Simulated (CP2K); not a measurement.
Consider 2-acetylimidazole at its PBE geometry (Å).

```xyz
14

C    -2.3183    0.5266    0.3470
C    -1.2682   -0.5499    0.2665
O    -1.5136   -1.7549    0.4190
C     0.1124   -0.1261   -0.0085
N     0.5849    1.1125   -0.1889
C     1.9281    0.9576   -0.4050
C     2.2816   -0.3857   -0.3577
N     1.1173   -1.0563   -0.1055
H    -3.2925    0.0744    0.5552
H    -2.0562    1.2514    1.1306
H    -2.3507    1.0937   -0.5939
H     2.5783    1.8082   -0.5825
H     3.2303   -0.8953   -0.4793
H     0.9667   -2.0562    0.0029
```

Method: CP2K XAS_TDP, all-electron GAPW, PBEh(45%), aug-cc-pVDZ, TDA, GW2X-corrected core level, no relativity.

Where do the C K-edge lines lie, and how strong are they?

Leading lines: C1 291.21 eV, C2 288.11 eV, C4 287.68 eV, C6 288.32 eV and C7 287.89 eV. The leading line of an atom is its first one with 35 % of the strongest within 2.5 eV of its lowest line over the strength cut. Core ionisation energies at this level: C4 293.16, C6 292.50, C7 293.02, C1 292.42 and C2 295.18 eV.

The first six lines of each atom with a strength over 0.0015:

| atom | energy (eV) | states | strength, one atom | above the computed threshold |
| --- | --- | --- | --- | --- |
| C1 (bonded to C and 3 H) | 290.50 | 1 | 0.0045 |  |
|  | 291.21 | 1 | 0.0222 |  |
|  | 291.29 | 1 | 0.0190 |  |
|  | 291.58 | 1 | 0.0039 |  |
|  | 292.58 | 1 | 0.0020 | yes |
|  | 292.77 | 1 | 0.0019 | yes |
| C2 (bonded to 2 C and O) | 288.11 | 1 | 0.0629 |  |
|  | 293.89 | 1 | 0.0110 |  |
|  | 294.64 | 1 | 0.0021 |  |
|  | 294.75 | 1 | 0.0016 |  |
|  | 295.03 | 1 | 0.0039 |  |
|  | 295.99 | 1 | 0.0056 | yes |
| C4 (bonded to C and 2 N) | 287.68 | 1 | 0.0291 |  |
|  | 290.88 | 1 | 0.0335 |  |
|  | 291.91 | 1 | 0.0019 |  |
|  | 293.76 | 1 | 0.0071 | yes |
|  | 293.99 | 1 | 0.0216 | yes |
|  | 294.08 | 1 | 0.0033 | yes |
| C6 (bonded to C, N and H) | 288.32 | 1 | 0.0529 |  |
|  | 288.89 | 1 | 0.0019 |  |
|  | 290.64 | 1 | 0.0084 |  |
|  | 291.33 | 1 | 0.0028 |  |
|  | 292.07 | 1 | 0.0026 |  |
|  | 293.12 | 1 | 0.0023 | yes |
| C7 (bonded to C, N and H) | 287.89 | 1 | 0.0470 |  |
|  | 290.50 | 1 | 0.0075 |  |
|  | 290.73 | 1 | 0.0122 |  |
|  | 291.74 | 1 | 0.0025 |  |
|  | 292.07 | 1 | 0.0019 |  |
|  | 292.36 | 1 | 0.0031 |  |

Lines are vertical, at one geometry, with no vibrational structure. GW2X ionisation energies and lines can be off by 1 to 2 eV either way, and a good line position may hide errors that cancel. These values hold no scalar relativity, about 0.1 eV for C 1s. Rydberg lines, and the discretised continuum above threshold, depend on the basis and the box.

[Banner, clock and machine lines of the logs are left out without a mark of their own.]

[Logs are printed without paths, hosts, clocks, repeated set-up lines and the standing remarks that a program may print on its own settings, such as how far it seeks lower states.]

[Hosts, paths, dates, database ids (printed as entryN), source tags and the programs' standing remarks are cut or masked in the printed files.]
